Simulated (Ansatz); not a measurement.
# N on Nb(110): change of the work function, part 2 of 2

How does N on the hollow site change the work function of Nb(110) as the layer fills?

Ansatz 0.2.0; plane-wave DFT, PBE, Ansatz PAW.

So far, work function, upper face (eV): step 2 (the clean slab) 4.49; step 3 (37 atoms, coverage 0.111 ML, cell 3x3) 4.49.

### Step 4. The covered slab, k-mesh 6×6×1, coverage 0.25 ML

System of this step: Nb16N (N/Nb(110)). The cell holds 17 atoms: 16 Nb and 1 N. Cell: a = 5.716 Å, b = 5.716 Å, c = 26.774 Å, α = 90.0°, β = 90.0°, γ = 70.5°. Vacuum lies along c.

Another coverage, to see how the dipoles act on each other as their distance changes.

The input, input.yaml:

```yaml
crystal:
  lattice:
    - [4.6669047558, -3.3, 0.0]
    - [4.6669047558, 3.3, 0.0]
    - [0.0, 0.0, 26.7744808207]
  atoms:
    - { symbol: Nb, position: [0.0, 0.0, 0.3361409717] }
    - { symbol: Nb, position: [0.25, 0.25, 0.4232930773] }
    - { symbol: Nb, position: [0.0, 0.0, 0.5115348261] }
    - { symbol: Nb, position: [0.25, 0.25, 0.5955904945] }
    - { symbol: Nb, position: [0.0, 0.5, 0.3361409717] }
    - { symbol: Nb, position: [0.25, 0.75, 0.4232930773] }
    - { symbol: Nb, position: [0.0, 0.5, 0.5115348261] }
    - { symbol: Nb, position: [0.25, 0.75, 0.5955904945] }
    - { symbol: Nb, position: [0.5, 0.0, 0.3361409717] }
    - { symbol: Nb, position: [0.75, 0.25, 0.4232930773] }
    - { symbol: Nb, position: [0.5, 0.0, 0.5115348261] }
    - { symbol: Nb, position: [0.75, 0.25, 0.5955904945] }
    - { symbol: Nb, position: [0.5, 0.5, 0.3361409717] }
    - { symbol: Nb, position: [0.75, 0.75, 0.4232930773] }
    - { symbol: Nb, position: [0.5, 0.5, 0.5115348261] }
    - { symbol: Nb, position: [0.75, 0.75, 0.5955904945] }
    - { symbol: "N", position: [0.42, 0.42, 0.6638590283] }
kpoints:
  mp_grid: { grid: [6, 6, 1] }
hamiltonian:
  xc: pbe
scf:
  occupations: { method: fermi_dirac, width: 0.1 }
  convergence: { dr2_threshold: 1.0e-08 }
efield:
  axis: 3
  dipole_correction: true
  ramp_position: 0.97
  ramp_width: 0.06
relax:
  f_tol: 0.02
  max_steps: 60
  constraints: [{ sites: [0, 1, 4, 5, 8, 9, 12, 13] }]
output:
  dos: { projected: true, e_range: [-8, 4] }
  write_potential: true
  write_density: true
  volumetric_format: npy
  elf: true
```

Started as:

```console
ansatz run input.yaml --threads 4 --pin off --max-ram 16384MiB --backend cpu --events-out ev --progress --plain --runs-dir out
```

Elapsed: 7.1 min, on 4 threads of Arm Neoverse V1, shared host; peak memory 2.9 GiB.

Step by step:

```
step  energy less that of the first step (eV)  largest force component (eV/Å)
   1                                   0.0000                          5.2275
   2                                  -1.5215                          4.7205
   3                                  -2.5556                          2.4569
   4                                  -2.9390                          0.5673
   5                                  -2.9640                          0.3444
   6                                  -3.0038                          0.1158
   7                                  -3.0055                          0.0331
   8                                  -3.0059                          0.0207
   9                                  -3.0060                          0.0287
  10                                  -3.0061                          0.0020
```

The run keeps the 2 symmetry operations that it works with, so distortions that break them were not tested.

The atoms that moved most (Å):

```
atom      dx      dy      dz  length
 N17   0.031   0.000  -0.713   0.714
 Nb4  -0.140   0.000   0.159   0.212
 Nb8  -0.065  -0.061   0.071   0.114
Nb12  -0.065   0.061   0.071   0.114
Nb16  -0.026   0.000  -0.072   0.077
Nb15  -0.018   0.000  -0.041   0.045
Nb11  -0.025  -0.004   0.013   0.028
 Nb7  -0.025   0.004   0.013   0.028
```

Final coordinates:

```xyz
17
Lattice="4.6669 -3.3000 0.0000 4.6669 3.3000 0.0000 0.0000 0.0000 26.7745" Properties=species:S:1:pos:R:3
Nb    0.0000    0.0000    9.0000
Nb    2.3335    0.0000   11.3335
Nb   -0.0120    0.0000   13.6893
Nb    2.1931    0.0000   16.1057
Nb    2.3335    1.6500    9.0000
Nb    4.6669    1.6500   11.3335
Nb    2.3085    1.6535   13.7094
Nb    4.6018    1.5886   16.0176
Nb    2.3335   -1.6500    9.0000
Nb    4.6669   -1.6500   11.3335
Nb    2.3085   -1.6535   13.7094
Nb    4.6018   -1.5886   16.0176
Nb    4.6669    0.0000    9.0000
Nb    7.0004    0.0000   11.3335
Nb    4.6484    0.0000   13.6549
Nb    6.9747    0.0000   15.8742
N     3.9509    0.0000   17.0614
```

This step gave:

- energy at zero smearing: -73214.4301 eV
- work function, upper face: 4.673 eV
- work function, lower face: 4.527 eV
- dipole along the normal: -0.02476 e·Å
- step between the vacuum levels: 0.1454 eV

The density of states has structure finer than the step of the table below, so its rows give means over 0.25 eV, whole bins alone (the curve runs from -8 to 1.5 eV). Peaks (eV: height): -1.950: 31.7, -1.530: 33.6, -1.470: 33.8, -1.380: 33.5, -1.260: 35.0, -1.080: 26.7, -0.510: 30.1.

Density of states against energy, zero at the Fermi level; means over each step:

```
energy (eV)  density of states (states/eV a cell)
      -5.75                                     0
      -5.50                                 0.263
      -5.25                                  1.11
      -5.00                                  1.35
      -4.75                                  3.55
      -4.50                                  5.72
      -4.25                                  8.42
      -4.00                                  10.1
      -3.75                                  5.61
      -3.50                                  6.68
      -3.25                                  16.7
      -3.00                                  16.6
      -2.75                                  19.0
      -2.50                                  22.8
      -2.25                                  17.5
      -2.00                                  16.6
      -1.75                                  16.3
      -1.50                                  27.5
      -1.25                                  27.6
      -1.00                                  23.0
      -0.75                                  22.5
      -0.50                                  27.6
      -0.25                                  24.4
       0.00                                  21.5
       0.25                                  19.2
       0.50                                  11.6
       0.75                                  11.6
       1.00                                  13.0
       1.25                                  13.0
```

Projected DOS per atom over height of the atomic layer and energy from the Fermi level. Layers: Nb4 Nb4 Nb4 Nb4 N from below.

Values in states/eV, 22 rows by 5 columns, each cell a mean:
```
1.06 0.56 0.56 0.97 0.24
0.93 0.57 0.54 0.85 0.27
1.19 0.53 0.59 0.93 0.27
1.48 1.21 1.10 1.47 0.27
2.27 1.40 1.40 1.49 0.27
1.60 1.16 1.31 1.46 0.29
1.85 1.92 1.73 1.45 0.24
0.98 1.09 1.34 1.04 0.37
1.01 0.93 1.04 1.03 0.29
1.38 1.55 1.42 0.92 0.24
0.86 1.44 1.23 0.59 0.23
0.45 0.67 0.67 0.40 0.21
0.19 0.22 0.26 0.65 2.87
0.12 0.15 0.18 0.70 2.76
0.05 0.10 0.15 0.35 1.13
0.04 0.10 0.09 0.04 0.05
0.00 0.01 0.01 0.00 0.00
0.00 0.00 0.00 0.00 0.00
0.00 0.00 0.00 0.00 0.00
0.00 0.00 0.00 0.00 0.00
0.00 0.00 0.00 0.00 0.00
0.00 0.00 0.00 0.00 0.00
```
Columns: height of the atomic layer (Å) from 9 to 17.1 (not evenly spaced); rows upwards: energy from the Fermi level (eV) from -7.96 to 1.45.

Valence density in the ca plane at fractional y = 0.000, with atoms of Nb within 0.2 Å of it. It is the smooth field of the valence electrons, not physical close to the nuclei.

Ten steps, logarithmic in the rise over the least value, from '0' (0.0 e/Å³) to '9' (5.0 e/Å³), each cell a mean:
```
99986433333479998533333211000000000000000000
78864333333357886433333211000000000000000000
45543333433344554333433211000000000000000000
34433334433333443334433210000000000000000000
45543333433334554333433210000000000000000000
78874333333357886433333210000000000000000000
99986433333469998533332210000000000000000000
99996433333479998533332210000000000000000000
89985433333468997533333211000000000000000000
57754333333346765433443211000000000000000000
34443334433334444333443321000000000000000000
34443334433334443333443321000000000000000000
57754333333346765333333221000000000000000000
89985433333468997433333221000000000000000000
99996433333479998533333211000000000000000000
```
Columns run along c (16.0 Å, from fractional 0.32 to 0.92 of the cell), rows up along a (5.7 Å). Atoms in or near the plane, at fractional coordinates: Nb at (0.34, 0.00), Nb at (0.51, 0.00), Nb at (0.34, 0.50), Nb at (0.51, 0.50).

ELF in the ca plane at fractional y = 0.000, with atoms of Nb within 0.2 Å of it. It is the smooth field of the valence electrons, not physical close to the nuclei.

Values, 8 rows by 16 columns, each cell a mean:
```
0.64 0.43 0.39 0.35 0.41 0.63 0.35 0.41 0.47 0.37 0.08 0.01 0.00 0.00 0.00 0.00
0.31 0.35 0.33 0.35 0.34 0.29 0.41 0.31 0.31 0.21 0.04 0.00 0.00 0.00 0.00 0.00
0.40 0.33 0.34 0.34 0.32 0.36 0.35 0.29 0.33 0.17 0.02 0.00 0.00 0.00 0.00 0.00
0.60 0.48 0.41 0.36 0.45 0.60 0.36 0.37 0.39 0.18 0.02 0.00 0.00 0.00 0.00 0.00
0.64 0.44 0.39 0.35 0.41 0.64 0.35 0.37 0.36 0.19 0.03 0.00 0.00 0.00 0.00 0.00
0.30 0.35 0.33 0.35 0.35 0.29 0.41 0.28 0.36 0.23 0.04 0.00 0.00 0.00 0.00 0.00
0.40 0.33 0.34 0.35 0.32 0.37 0.37 0.31 0.47 0.35 0.07 0.01 0.00 0.00 0.00 0.00
0.59 0.48 0.41 0.37 0.46 0.59 0.38 0.50 0.62 0.46 0.10 0.01 0.00 0.00 0.00 0.00
```
Columns run along c (16.0 Å, from fractional 0.32 to 0.92 of the cell), rows up along a (5.7 Å). Atoms in or near the plane, at fractional coordinates: Nb at (0.34, 0.00), Nb at (0.51, 0.00), Nb at (0.34, 0.50), Nb at (0.51, 0.50).

Electrostatic potential energy in the ca plane at fractional y = 0.000, with atoms of Nb within 0.2 Å of it. With pseudopotentials it is smooth inside the atoms' cores, unlike the true potential.

Ten even steps from '0' (-66 eV) to '9' (8 eV), each cell a mean:
```
10027999999850003799999999999999999999999999
53368999999974336899999999999999999999999999
87789999999998788999999999999999999999999999
98899999999999899999999999999999999999999999
87789999999998788999999999999999999999999999
53358999999975346899999999999999999999999999
10027999999861003799999999999999999999999999
10026999999850002799999999999999999999999999
31147999999862014899999999999999999999999999
75678999999986567999999999999999999999999999
88899999999998889999889999999999999999999999
88899999999998889999889999999999999999999999
75678999999986568999999999999999999999999999
30147999999862015899999999999999999999999999
10016999999850003799999999999999999999999999
```
Columns run along c (16.0 Å, from fractional 0.32 to 0.92 of the cell; values clipped at the 3rd and 97th percentile), rows up along a (5.7 Å). Atoms in or near the plane, at fractional coordinates: Nb at (0.34, 0.00), Nb at (0.51, 0.00), Nb at (0.34, 0.50), Nb at (0.51, 0.50).

The relaxation took 10 steps and lowered the energy by 3.0 eV; the largest force on the free atoms ends at 0.0020 eV/Å.

By hand: a sheet of dipoles makes a step −p/(ε₀A) in the electron's potential. With e/ε₀ = 180.95 V·Å, p = -0.02476 e·Å and A = 30.80 Å², that is −180.95 × (-0.02476) / 30.80 = +0.145 eV, and the two vacuum levels of the run differ by +0.145 eV.

The covered face has 4.67 eV, +0.18 eV against the clean one; the bare back face has moved by -0.00 eV, a measure of how thin the slab is.

### Step 5. The covered slab, k-mesh 6×6×1, coverage 0.5 ML

System of this step: Nb8N (N/Nb(110)). The cell holds 18 atoms: 16 Nb and 2 N. Its edges and angles: a = 5.716 Å, b = 5.716 Å, c = 26.774 Å, α = 90.0°, β = 90.0°, γ = 70.5°. Vacuum lies along c.

Changes to input.yaml since step 4:

```diff
@@ -23,2 +23,3 @@
     - { symbol: "N", position: [0.42, 0.42, 0.6638590283] }
+    - { symbol: "N", position: [0.92, 0.42, 0.6638590283] }
 kpoints:
```

Wall time 9.2 min (4 threads); peak memory 3.4 GiB.

The steps of the relaxation:

```
step  energy less that of the first step (eV)  largest force component (eV/Å)
   1                                   0.0000                          4.4994
   2                                  -3.0893                          4.7302
   3                                  -5.4521                          2.3187
   4                                  -6.2765                          0.7036
   5                                  -6.3354                          0.3150
   6                                  -6.4027                          0.0912
   7                                  -6.4059                          0.0228
   8                                  -6.4062                          0.0066
```

Forces are held to the 2 operations that the run works with; a distortion that breaks them can't arise in this run.

The atoms that moved most (Å):

```
atom      dx      dy      dz  length
 N18  -0.035   0.078  -0.674   0.680
 N17  -0.035   0.078  -0.674   0.680
Nb12  -0.187   0.109   0.218   0.307
 Nb4  -0.187   0.109   0.218   0.307
Nb16  -0.063  -0.076   0.026   0.102
 Nb8  -0.063  -0.076   0.026   0.102
Nb15  -0.028   0.013  -0.042   0.052
 Nb7  -0.028   0.013  -0.042   0.052
```

The relaxed structure:

```cif
data_structure
_symmetry_space_group_name_H-M 'P 1'
_symmetry_Int_Tables_number 1
_cell_length_a 5.7158
_cell_length_b 5.7158
_cell_length_c 26.7745
_cell_angle_alpha 90.000
_cell_angle_beta 90.000
_cell_angle_gamma 70.529
_cell_volume 824.70
loop_
_atom_site_label
_atom_site_type_symbol
_atom_site_fract_x
_atom_site_fract_y
_atom_site_fract_z
_atom_site_occupancy
Nb1 Nb 0.00000 0.00000 0.33614 1
Nb2 Nb 0.25000 0.25000 0.42329 1
Nb3 Nb 0.99445 0.99741 0.51171 1
Nb4 Nb 0.21348 0.24646 0.60374 1
Nb5 Nb 0.00000 0.50000 0.33614 1
Nb6 Nb 0.25000 0.75000 0.42329 1
Nb7 Nb 0.99498 0.49901 0.50997 1
Nb8 Nb 0.25481 0.73175 0.59655 1
Nb9 Nb 0.50000 0.00000 0.33614 1
Nb10 Nb 0.75000 0.25000 0.42329 1
Nb11 Nb 0.49445 0.99741 0.51171 1
Nb12 Nb 0.71348 0.24646 0.60374 1
Nb13 Nb 0.50000 0.50000 0.33614 1
Nb14 Nb 0.75000 0.75000 0.42329 1
Nb15 Nb 0.49498 0.49901 0.50997 1
Nb16 Nb 0.75481 0.73175 0.59655 1
N17 N 0.40436 0.42812 0.63867 1
N18 N 0.90436 0.42812 0.63867 1
```

The density of states has structure finer than the step of the table below, so its rows give means over 0.25 eV, whole bins alone (the curve runs from -8 to 1.8 eV). Peaks (eV: height): -3.160: 21.1, -2.500: 25.6, -1.440: 33.9, -1.350: 38.8, -1.140: 26.7, -0.960: 27.5, -0.480: 35.3.

The density of states by energy, zero at the Fermi level; means over each step:

energy (eV), density of states (states/eV a cell) and a bar:
```
    -5.75        0.0 
    -5.50        0.2 
    -5.25        2.7 ###
    -5.00        7.3 ########
    -4.75        8.9 #########
    -4.50        6.0 ######
    -4.25       10.6 ###########
    -4.00        5.7 ######
    -3.75        6.3 #######
    -3.50       12.6 #############
    -3.25       18.1 ###################
    -3.00       15.7 ################
    -2.75       18.2 ###################
    -2.50       22.4 #######################
    -2.25       16.6 #################
    -2.00       12.1 #############
    -1.75       20.0 #####################
    -1.50       27.5 ############################
    -1.25       24.9 ##########################
    -1.00       22.6 #######################
    -0.75       22.5 #######################
    -0.50       29.1 ##############################
    -0.25       24.4 #########################
     0.00       19.5 ####################
     0.25       17.9 ##################
     0.50       12.4 #############
     0.75       12.7 #############
     1.00       12.8 #############
     1.25       11.6 ############
     1.50       14.5 ###############
```

The relaxation took 8 steps and lowered the energy by 6.4 eV; the largest force on the free atoms ends at 0.0066 eV/Å.

The covered face has 5.15 eV, +0.65 eV against the clean one; the bare back face has moved by +0.01 eV, a measure of how thin the slab is.

### Step 6. Adsorbate added, k-mesh 12×12×1, coverage 1 ML

System of this step: Nb4N (N/Nb(110)). The cell holds 5 atoms: 4 Nb and 1 N. Its edges and angles: a = 2.858 Å, b = 2.858 Å, c = 26.774 Å, α = 90.0°, β = 90.0°, γ = 70.5°. Vacuum lies along c.

input.yaml, the sections that differ from step 5:

```yaml
crystal:
  lattice:
    - [2.3334523779, -1.65, 0.0]
    - [2.3334523779, 1.65, 0.0]
    - [0.0, 0.0, 26.7744808207]
  atoms:
    - { symbol: Nb, position: [0.0, 0.0, 0.3361409717] }
    - { symbol: Nb, position: [0.5, 0.5, 0.4232930773] }
    - { symbol: Nb, position: [0.0, 0.0, 0.5115348261] }
    - { symbol: Nb, position: [0.5, 0.5, 0.5955904945] }
    - { symbol: "N", position: [0.84, 0.84, 0.6638590283] }
kpoints:
  mp_grid: { grid: [12, 12, 1] }
relax:
  f_tol: 0.02
  max_steps: 60
  constraints: [{ sites: [0, 1] }]
output:
  write_potential: true
  write_density: true
  volumetric_format: npy
# hamiltonian, scf, efield: as in step 5
```

The job ended after 47 s (4 threads; peak memory 0.6 GiB).

The steps of the relaxation:

```
step  energy less that of the first step (eV)  largest force component (eV/Å)
   1                                   0.0000                          4.2004
   2                                  -1.6071                          5.0346
   3                                  -3.0836                          1.8051
   4                                  -3.3967                          1.1177
   5                                  -3.4736                          0.3409
   6                                  -3.4810                          0.0587
   7                                  -3.4812                          0.0176
```

Forces are held to the 2 operations that the run works with; a distortion that breaks them can't arise in this run.

The atoms that moved most (Å):

```
atom      dx     dy      dz  length
  N5   0.122  0.000  -0.731   0.741
 Nb4  -0.070  0.000   0.212   0.223
 Nb3  -0.024  0.000  -0.055   0.060
```

The relaxed structure:

```xyz
5
Lattice="2.3335 -1.6500 0.0000 2.3335 1.6500 0.0000 0.0000 0.0000 26.7745" Properties=species:S:1:pos:R:3
Nb    0.0000    0.0000    9.0000
Nb    2.3335    0.0000   11.3335
Nb   -0.0237    0.0000   13.6410
Nb    2.2632    0.0000   16.1586
N     4.0426    0.0000   17.0432
```

The relaxation took 7 steps and lowered the energy by 3.5 eV; the largest force on the free atoms ends at 0.018 eV/Å.

The covered face has 5.63 eV, +1.13 eV against the clean one; the bare back face has moved by +0.03 eV, a measure of how thin the slab is.

### Step 7. Work function against coverage

This step: plane-wave DFT, PBE, Ansatz PAW; work function against coverage (Ansatz 0.2.0).

The runs are now put side by side.

Numbers from this step:

```
work function of the clean face     : 4.492 eV
largest change of the work function : 1.134 eV
```

Table of work function of the covered face by coverage:

```
coverage (adsorbates/nm²)  work function of the covered face (eV)
                     0.00                                    4.49
                     1.44                                    4.49
                     3.25                                    4.67
                     6.49                                    5.15
                    12.99                                    5.63
```

The dipole per adsorbate comes from the change of the cell's dipole. Coverage, by row:

```
coverage (1/nm²)  coverage (ML)  work function (eV)  change (eV)  dipole per adsorbate, positive end outwards (debye)  mean height of the added atoms over the highest substrate atom (Å)
           1.443         0.1111                4.49    -0.001982                                               -0.007                                                              0.8951
           3.247           0.25               4.673       0.1802                                               -0.149                                                              0.9557
           6.493            0.5               5.146       0.6532                                               -0.262                                                              0.9352
           12.99              1               5.626        1.134                                               -0.226                                                              0.8846
```

### Step 8. Summary of results

| Property | Result |
| --- | --- |
| work function of the clean face | 4.49 eV |
| work function at 0.11 ML | 4.49 eV |
| work function at 0.25 ML | 4.67 eV |
| work function at 0.5 ML | 5.15 eV |
| work function at 1 ML | 5.63 eV |
| dipole per adsorbate at 0.11 ML, positive end outwards | -0.01 D |

**Reading.** At the lowest coverage N changes the work function of Nb(110) by under 0.15 eV, within the error of so thin a slab; the largest change, +1.13 eV, comes at higher coverage. The slab has 4 layers, at the tabulated experimental lattice constant, one starting site was run, and quantum-size effects of a slab this thin can reach one or two tenths of an eV.

[Logs are printed without paths, hosts, clocks, repeated set-up lines and the standing remarks that a program may print on its own settings, such as how far it seeks lower states.]

[Hosts, paths, dates, database ids (printed as entryN), source tags and the programs' standing remarks are cut or masked in the printed files.]

[Maps of the electrostatic potential energy from Ansatz leave out the sawtooth potential of an applied field or a dipole correction, so their vacuum need not be flat; planar profiles and work functions include it.]

[The density of states shown here was stored with 400 of the rows of the run's finer table, so its peaks can read low, often by over a quarter, or be missed, and its means over a window can be off by a tenth or more.]
